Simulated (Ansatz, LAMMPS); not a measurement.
# Static equation of state of glassy NaFeSi2O6 (150 atoms)

Density of this cell: 2.88 g/cm³. The cell holds 150 atoms: 15 Fe, 15 Na, 90 O and 30 Si. Cell: a = 12.844 Å, b = 12.105 Å, c = 12.870 Å, α = 90.6°, β = 89.4°, γ = 89.4°. The starting structure: 150 atoms (15 Fe, 15 Na, 90 O, 30 Si) placed at random at 2.76 g/cm³, melted at 4500 K for 20 ps at fixed volume with the Morse and Coulomb pair potential with partial charges (Pedone, Malavasi, Menziani, Cormack and Segre, J. Phys. Chem. B 110, 11780 (2006)). Quenched from 4500 K to 300 K at 20 K/ps and fixed volume, held 5 ps. The starting density is a measured one.

Calculated with Ansatz 0.2.0: Kohn-Sham DFT, PBE, PAW (set soft_2), plane waves; cutoff 420 eV, Γ point, fermi-dirac smearing of 0.05 eV, spin polarised, started with 7 moments up and 8 down in a pattern of our own, ending at -5.0 μB in the cell. Cell and atoms were relaxed first, to V0 = 13.339 Å³ an atom at a residual P0 = -0.002 GPa. The cell was then scaled evenly, and the atoms were relaxed at each volume.

| volume (Å³/atom) | pressure (GPa) |
| --- | --- |
| 12.005 | ? |
| 12.539 | 3.345 |
| 12.939 | 1.611 |
| 13.739 | -1.362 |
| 14.139 | -2.239 |

Task: Fit the third-order Birch–Murnaghan equation to the rows given and extrapolate to the withheld row.

Worked fit:

Take the Eulerian strain f = ½[(V0/V)^(2/3) − 1] and the normalised pressure F = (P − P0) / [3f(1 + 2f)^(5/2)]. The third-order Birch–Murnaghan equation is then the line F = B0 + (3/2)B0(B′ − 4) f, so u = f and v = F.

| u = f | v = F (GPa) |
| --- | --- |
| 0.0210566 | 47.7914 |
| 0.0102569 | 49.8161 |
| -0.00975671 | 48.8250 |
| -0.0190505 | 43.1366 |

With n = 4: mean u = 6.2655e-4, mean v = 47.3923, Σ(u − ū)² = 0.0010051, Σ(u − ū)(v − v̄) = 0.10036. Slope b = 0.10036 / 0.0010051 = 99.846; intercept a = v̄ − b ū = 47.330.

So B0 = a = 47.3 GPa and B′ = 4 + 2b/(3a) = 5.41. At the withheld volume f = 0.03638, F = a + b f = 50.96 GPa, and P = P0 + 3f(1 + 2f)^(5/2) F.

Prediction at 12.005: 6.629 GPa. The run gave 6.000 GPa, so the fit is high by 0.63 GPa (10 % of the value).

The series isn't one smooth equation of state: even a line fitted to all rows, the withheld one included, misses F by up to 7.3 %, the count of bonds changes along the series and an atom moves over 0.5 Å in some relaxation. B0 and B′ are then only the numbers of this fit, not moduli of the material. Among the rows given, the largest miss of the fit is at 14.139, by 0.12 GPa (1.4 % of the range of the table).

Limits: Static cells at zero temperature; the cell shape is held. The program notes that the SCF threshold of these relaxations is loose for the stress. The quench rate of 20 K/ps is many orders above laboratory rates, so the cell is likely richer in defects and strain than a real sample. The network of bonds at the start is that of the classical potential that made the cell, and needn't be the one that DFT or experiment would give. Without a Hubbard term or exact exchange, open shells on Fe are likely too delocalised. Only the Γ point is sampled, in a cell whose shortest periodic width is 12 Å.

[Hosts, paths, dates, database ids (printed as entryN), source tags and the programs' standing remarks are cut or masked in the printed files.]
